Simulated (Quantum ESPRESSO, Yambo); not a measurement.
# Quasiparticle gap of PtSe2 (1T monolayer) in Yambo, part 3 of 3

Wanted: ground state, empty states, screening and self-energy for PtSe2 (1T monolayer).

Quantum ESPRESSO 7.5 and Yambo 5.3.0; PBE and many-body steps on it, plane waves. Known limits of the many-body steps: not at the basis limit; no spin polarisation; d states lean on the start; no spin-orbit coupling.

So far. Step 4 (Bands along the symmetry lines): The gap is 1.408 eV, +0.012 eV from the run before at this level. Step 5 (Empty states on the mesh, 6×6×1 mesh, 101 bands): On this mesh the gap is 1.671 eV. The earlier step found 1.396 eV, so this mesh misses an edge.

## 7. Screening and self-energy, 6×6×1 mesh, 101 bands, screening to 95.2 eV

Now the one-shot GW correction: screening in the RPA, then the self-energy of the levels asked for.

This step: G0W0 on PBE, plane waves, norm-conserving pseudopotentials.

Input file gw1.in:

```
HF_and_locXC
gw0
dyson
ppa
em1d
rim_cut
rim_w
RandQpts= 3000000
RandGvec= 100 RL
CUTGeo= "slab z"
RandGvecW= 9 RL
EXXRLvcs= 104 Ry
VXCRLvcs= 416 Ry
Chimod= "HARTREE"
% BndsRnXp
 1 | 101 |
%
NGsBlkXp= 7 Ry
% LongDrXp
 1 | 1 | 0 |
%
% GbndRnge
 1 | 101 |
%
DysSolver= "n"
ExtendOut
PPAPntXp= 27.21138 eV
% QPkrange
 5 | 5 | 32 | 35 |
 2 | 2 | 32 | 35 |
 1 | 1 | 32 | 35 |
%
```

Launch:

```
$ OMP_NUM_THREADS=2 mpirun -n 4 yambo -F gw1.in -J gw1 -C gw1 > gw1.log
```

The log of the run:

```text
 Yambo, version 5.3.0

 [02] CORE Variables Setup
 =========================

  [... cell, symmetries and grids as in the set-up ...]

  [02.05] Energies & Occupations
  ==============================

  [X] === General ===
  [X] Electronic Temperature                        :  0.000000  0.000000 [eV K]
  [X] Bosonic    Temperature                        :  0.000000  0.000000 [eV K]
  [X] Finite Temperature mode                       : no
  [X] El. density                                   :  0.36106E+24 [cm-3]
  [X] Fermi Level                                   :  0.560801 [eV]

  [X] === Gaps and Widths ===
  [X] Conduction Band Min                           :  1.671470 [eV]
  [X] Valence Band Max                              :  0.000000 [eV]
  [X] Filled Bands                                  :   33
  [X] Empty Bands                                   :   34  101
  [X] Direct Gap                                    :  1.742775 [eV]
  [X] Direct Gap localized at k                     :  2
  [X] Indirect Gap                                  :  1.671470 [eV]
  [X] Indirect Gap between kpts                     :   5   2
  [X] Last valence band width                       :  1.322094 [eV]
  [X] 1st conduction band width                     :  1.289814 [eV]

 [03] Transferred momenta grid and indexing
 ==========================================

 IBZ Q-points                                      :   7
 BZ  Q-points                                      :   36

 K/Q-points units:
 rlu = crystal or reduced units; cc = cartesian coordinates; iku = interal k-units

 Q [1]          [rlu]:  0.000000  0.000000  0.000000
 Q [2]          [rlu]: -0.31909E-17  0.16667       0.0000
 Q [3]          [rlu]: -0.63818E-17  0.33333       0.0000
 Q [4]          [rlu]:  0.95727E-17 -0.50000       0.0000
 Q [5]          [rlu]:  0.166667  0.166667  0.000000
 Q [6]          [rlu]:  0.166667  0.333333  0.000000
 Q [7]          [rlu]:  0.333333  0.333333  0.000000

 [04] Coloumb potential Random Integration (RIM)
 ===============================================

 Performing RIM of v_slab

  [04.01] RIM initialization
  ==========================

  * Diagonal components only detected *

  8 x (sBL volume)        :  0.044685 [a.u.]
  sBZ random points       :  3000000
  Points outside the sBZ  :  24000829
  RL volume               :  0.201085 [a.u.]
  Integrated volume       :  0.201078 [a.u.]

  [04.02] RIM integrals
  =====================

  Gamma point sphere radius             :  0.040053 [a.u.]
  Points outside the sphere             :  2398884
  [Int_sBZ(q=0) 1/q^2]*(Vol_sBZ)^(-1/3) =:  7.507497
                                 should be <:  7.795600

  Summary of Coulomb integrals for non-metallic bands |Q|[au] RIM/Bare

  Q [1] 0.100000E-4 0.963043 * Q [2] 0.170580 1.006765
  Q [5] 0.295453 1.027083 * Q [3] 0.341160 1.025122
  Q [6] 0.451312 1.018067 * Q [4] 0.511740 1.014812
  Q [7] 0.590906 1.011371
  Non-periodic chartesian directions : none
  Optical renormalization            :  28.34589 [au]
  Polarizability dimension           : length

 [05] Coloumb potential CutOffslab
 =================================

 Cut directionsZ
 Slab Cutoff:Z
 Symmetry test passed : yes

 [06] Dipoles
 ============

  [06.01] Setup: observables and procedures
  =========================================

  [WARNING] [x,Vnl] slows the Dipoles computation. To neglect it rename the ns.kb_pp file

 [07] Dynamic Dielectric Matrix (PPA)
 ====================================

 [WR./gw1//ndb.pp]---------------------------------------------------------------
  Brillouin Zone Q/K grids (IBZ/BZ)                :    7   36    7   36
  RL vectors                                       :  25897 [WF]
  Coulomb cutoff potential                         : slab z
  Electronic Temperature                           :  0.000000 [K]
  Bosonic    Temperature                           :  0.000000 [K]
  PPA    diel. fun.  energies                      : Perdew, Burke & Ernzerhof(X)+Perdew, Burke & Ernzerhof(C)
  wavefunctions                                    : Perdew, Burke & Ernzerhof(X)+Perdew, Burke & Ernzerhof(C)
  Global Gauge                                     : length
  X matrix size                                    :   355
  X band range                                     :    1  101
  X e/h energy range                               : -1.000000 -1.000000 [eV]
  X Time ordering                                  : R
  X Hxc Kernel                                     : HARTREE
  X Drude frequency                                :  0.000000  0.000000
  X poles                                          :  100.0000 [o/o]
  RL vectors in the sum                            :  25897
  [r,Vnl] included                                 : yes
  Field direction                                  :  0.707107E-5  0.707107E-5   0.00000
  BZ energy Double Grid                            : no
  BZ energy DbGd points                            : 0
  BZ Q point size factor                           : -1.000000
  X Optical Averaged directions                    : none

 [08] Local Exchange-Correlation + Non-Local Fock
 ================================================

 [VXC] Plane waves :  176333
 [EXS] Plane waves :  22149

 QP @ state[ 1 ] K range:  1  2
 QP @ state[ 1 ] b range:   32   35
 QP @ state[ 2 ] K range:   5   5
 QP @ state[ 2 ] b range:   32   35

 [xc] Functional : Perdew, Burke & Ernzerhof(X)+Perdew, Burke & Ernzerhof(C)
 [xc] LIBXC used to calculate xc functional
  PP Number of Atomic Species                      :  2
  NLCC RL compoments                               :  176333
  PP Number of Atomic Species                      :  2
  NLCC RL compoments                               :  176333

 [xc] E_xc :  -62.08773 [Ha]
      E_xc :  -124.1755 [Ry]

  Local XC kind (lXC) : Perdew, Burke & Ernzerhof(X)+Perdew, Burke & Ernzerhof(C)
  Non-Local XC kind (nlXC) : Hartree-Fock

  Corrections @ K [1] :  [eV]
 <32|nlXC|32> = -16.52052  0.22237E-16 <32|lXC|32> = -14.96914  0.18882E-15
 <33|nlXC|33> = -16.52044  0.11320E-16 <33|lXC|33> = -14.96914 -0.18882E-15
 <34|nlXC|34> = -14.18268 -0.53013E-17 <34|lXC|34> = -17.79628  0.000000
 <35|nlXC|35> = -14.18271 -0.32313E-17 <35|lXC|35> = -17.79626 -0.37763E-15

  Corrections @ K [2] :  [eV]
 <32|nlXC|32> = -16.42716 -0.34884E-17 <32|lXC|32> = -14.47363 -0.94408E-16
 <33|nlXC|33> = -17.76575 -0.29532E-17 <33|lXC|33> = -15.82277  0.27142E-15
 <34|nlXC|34> = -13.42769  0.19149E-17 <34|lXC|34> = -16.42153 -0.44254E-16
 <35|nlXC|35> = -13.69922  0.31937E-18 <35|lXC|35> = -17.32083  0.000000

  Corrections @ K [5] :  [eV]
 <32|nlXC|32> = -20.67707  0.61664E-17 <32|lXC|32> = -17.50625  0.000000
 <33|nlXC|33> = -17.51138 -0.84188E-17 <33|lXC|33> = -15.41051  0.94408E-16
 <34|nlXC|34> = -12.70571  0.13021E-17 <34|lXC|34> = -15.96928  0.000000
 <35|nlXC|35> = -13.40888 -0.32586E-17 <35|lXC|35> = -16.71135 -0.23602E-16

 [09] Dyson equation: Newton solver
 ==================================

  [09.01] RIM-W interpolation
  ===========================

  [WARNING] RIM-W works only for 2D semiconductors with slab cutoff
  Found compatible q grid: 2D
  q_min[ 1 ]:  0.16667      0.13296E-11   0.0000     [rlu]
   0.166667  0.083333  0.000000 [iku]
  q_min[ 2 ]:  0.31909E-17  0.16667       0.0000     [rlu]
   0.10261E-10  0.16667       0.0000     [iku]
  G-vectors :   9
  G-vectors loaded:   63
  Number of interpolated frequencies:  2

  Evaluating coefficients q = 0
  Evaluating coefficients q = 0

  [09.02] RIM-W integrals
  =======================

  8 x (sBL volume)        :  0.044685 [a.u.]
  sBZ random points       :  3000000
  Points outside the sBZ  :  24000829
  RL volume               :  0.201085 [a.u.]
  Integrated volume       :  0.201078 [a.u.]

  [09.03] RIM integrals
  =====================

  Comparison between head Wc = W - v averages: < Wc > [au] RIM-W/RIM

   < -Wc [Q = 1] > 0.380585E-1 0.573126E-4 * < -Wc [Q = 2] > 0.005777 0.005602
   < -Wc [Q = 3] > 0.001058 0.001037 * < -Wc [Q = 4] > 0.354841E-3 0.351117E-3
   < -Wc [Q = 5] > 0.001549 0.001514 * < -Wc [Q = 6] > 0.500434E-3 0.494383E-3
   < -Wc [Q = 7] > 0.229670E-3 0.227026E-3

  Comparison between head Wc = W - v averages: < Wc > [au] RIM-W/RIM

   < -Wc [G = 1,G`=0] > 0.380585E-1 0.573126E-4 * < -Wc [G = 2,G`=0] >-0.002073 0.000000
   < -Wc [G = 3,G`=0] >-0.002074 0.000000 * < -Wc [G = 4,G`=0] > 0.750118E-5  0.00000
   < -Wc [G = 5,G`=0] > 0.754064E-5  0.00000 * < -Wc [G = 6,G`=0] > 0.135790E-3  0.00000
   < -Wc [G = 7,G`=0] > 0.135758E-3  0.00000 * < -Wc [G = 8,G`=0] >-0.250494E-4  0.00000
   < -Wc [G = 9,G`=0] >-0.250504E-4  0.00000

 [10] G0W0 (W PPA)
 =================

 [  GW  ] Bands range     :    1  101
 [GW/PPA] G damping       :  0.100000 [eV]

 QP @ state[ 1 ] K range:  1  2
 QP @ state[ 1 ] b range:   32   35
 QP @ state[ 2 ] K range:   5   5
 QP @ state[ 2 ] b range:   32   35

  Sc/G bands                                       :    1  101
  Sc/G damping                                     :  0.100000 ev
  Sc bands terminator                              : no
  Sx RL components                                 :  22149

  QP @ state[ 1 ] K range                          :  1  2
  QP @ state[ 1 ] b range                          :   32   35
  QP @ state[ 2 ] K range                          :   5   5
  QP @ state[ 2 ] b range                          :   32   35
  GF energies kind                                 : Perdew, Burke & Ernzerhof(X)+Perdew, Burke & Ernzerhof(C)
  GF WF`s kind                                     : Perdew, Burke & Ernzerhof(X)+Perdew, Burke & Ernzerhof(C)
  Xs energies kind                                 : Perdew, Burke & Ernzerhof(X)+Perdew, Burke & Ernzerhof(C)
  Xs WF`s kind                                     : Perdew, Burke & Ernzerhof(X)+Perdew, Burke & Ernzerhof(C)

 [14] Game Over & Game summary
```

The job ended after 2.7 min (4 MPI ranks of Arm Neoverse V2, shared host; peak memory 5.5 GiB; 18 min of CPU time).

Numbers from this step:

```yaml
g0w0_gap_on_the_points_computed: 2.741 eV
starting_gap_on_the_mesh: 1.671 eV
k_of_the_valence_top: 0, 0, 0
k_of_the_conduction_bottom: 0, 0.1667, 0
least_direct_g0w0_gap_on_the_computed_points: 2.765 eV
z_at_the_valence_top: 0.7440
z_at_the_conduction_bottom: 0.7456
```

The gap on the mesh goes from 1.67 eV to 2.74 eV, a correction of +1.07 eV. The start differs from the 1.40 eV found before because the two sample other k points.

Limits: finite bands, cutoff and mesh; no spin polarisation; d states lean on the start; no spin-orbit coupling. v1 is the top filled band, c1 the lowest empty one. The levels before and after the correction (eV, zero at the valence-band top of each column):

```
           conduction bottom  valence top
Kohn-Sham               1.67         0.00
     G0W0               2.74         0.00
```

```
                    level  energy (eV)
Kohn-Sham         Γ v2-v1        0.000
Kohn-Sham         Γ c1-c2        2.961
Kohn-Sham  (0 0.167 0) v2       -0.122
Kohn-Sham  (0 0.167 0) v1       -0.071
Kohn-Sham  (0 0.167 0) c1        1.671
Kohn-Sham  (0 0.167 0) c2        2.654
     G0W0         Γ v2-v1        0.000
     G0W0         Γ c1-c2        4.243
     G0W0  (0 0.167 0) v2       -0.196
     G0W0  (0 0.167 0) v1       -0.024
     G0W0  (0 0.167 0) c1        2.741
     G0W0  (0 0.167 0) c2        3.890
```

## 8. Where the time went

Times are wall times on the hardware named with each run, good to a factor of about two.

```
                          step     time  share  memory (GiB)
                    relaxation  2.2 min   37 %           1.4
                  ground state     31 s    8 %           1.7
bands along the symmetry lines     14 s    4 %           1.5
      empty states on the mesh     20 s    5 %           1.3
         conversion and set-up    3.4 s    1 %          0.27
     screening and self-energy  2.7 min   44 %           5.5
```

## 9. Summary of results

* PBE gap: 1.40 eV, indirect
* G0W0 gap on the mesh: 2.74 eV
* G0W0 gap over the zone (rigid shift): 2.47 eV
* GW settings: 6×6×1 mesh, 101 bands, screening to 95.2 eV, Godby-Needs plasmon pole
* known limits: not at the basis limit; no spin polarisation; d states lean on the start; no spin-orbit coupling

In words: G0W0 moves the gap on the mesh from 1.67 eV to 2.74 eV (+1.07 eV), with Z of 0.74 and 0.75 at the edges. The mesh misses the band edges by 0.28 eV in all; a rigid shift gives 2.47 eV for the zone. Only 3 of the mesh's irreducible points were corrected, so a valley elsewhere could overtake. Against experiment, by G0W0@PBE: the gap of 2.47 eV lies +0.57 eV from the measured 1.9 ± 0.05 eV (electronic, 8.5 K, on bilayer graphene on SiC(0001), 2023); the gap of 2.47 eV lies +0.47 eV from the measured 2 ± 0.1 eV (electronic, 77 K, on HOPG, 2021); the gap of 2.47 eV lies +0.52 eV from the measured 1.95 ± 0.05 eV (electronic, on bilayer graphene on SiC(0001), 2023). The computed sheet is free-standing; a substrate or cover screens it further and lowers both gap and binding, while the exciton line moves little. The calculation has static nuclei and no excitons; a measured gap holds zero-point and thermal motion, which mostly lowers it. With atoms this heavy the missing spin-orbit coupling can matter too. Bands and cutoff are finite, so the gap is not at the basis limit. The miss can reach some tenths of an eV and take either sign; the mesh is an error of its own. In the G0W0 run levels were corrected at 3 k points alone, so a gap called «on the mesh» is the least over those, and an edge elsewhere would be missed. A denser mesh or path gives a starting gap of 1.40 eV: the GW mesh misses a band edge, so its gaps are not the fundamental one. The runs have no spin polarisation. For a closed low-spin shell that is the natural state; where a d or f shell is open it is a constraint, and the gap is then not the crystal's own. With d states at the gap, one-shot GW leans hard on its start.

[Paths, hosts, dates, memory and timing lines, banners, echoed tables and standing remarks are left out of the program output.]

[Logs are printed without paths, hosts, clocks, repeated set-up lines and the standing remarks that a program may print on its own settings, such as how far it seeks lower states.]

[Runs of the session that timed out or met a known fault of the program may be left out.]

[Hosts, paths, dates, database ids (printed as entryN), source tags and the programs' standing remarks are cut or masked in the printed files.]
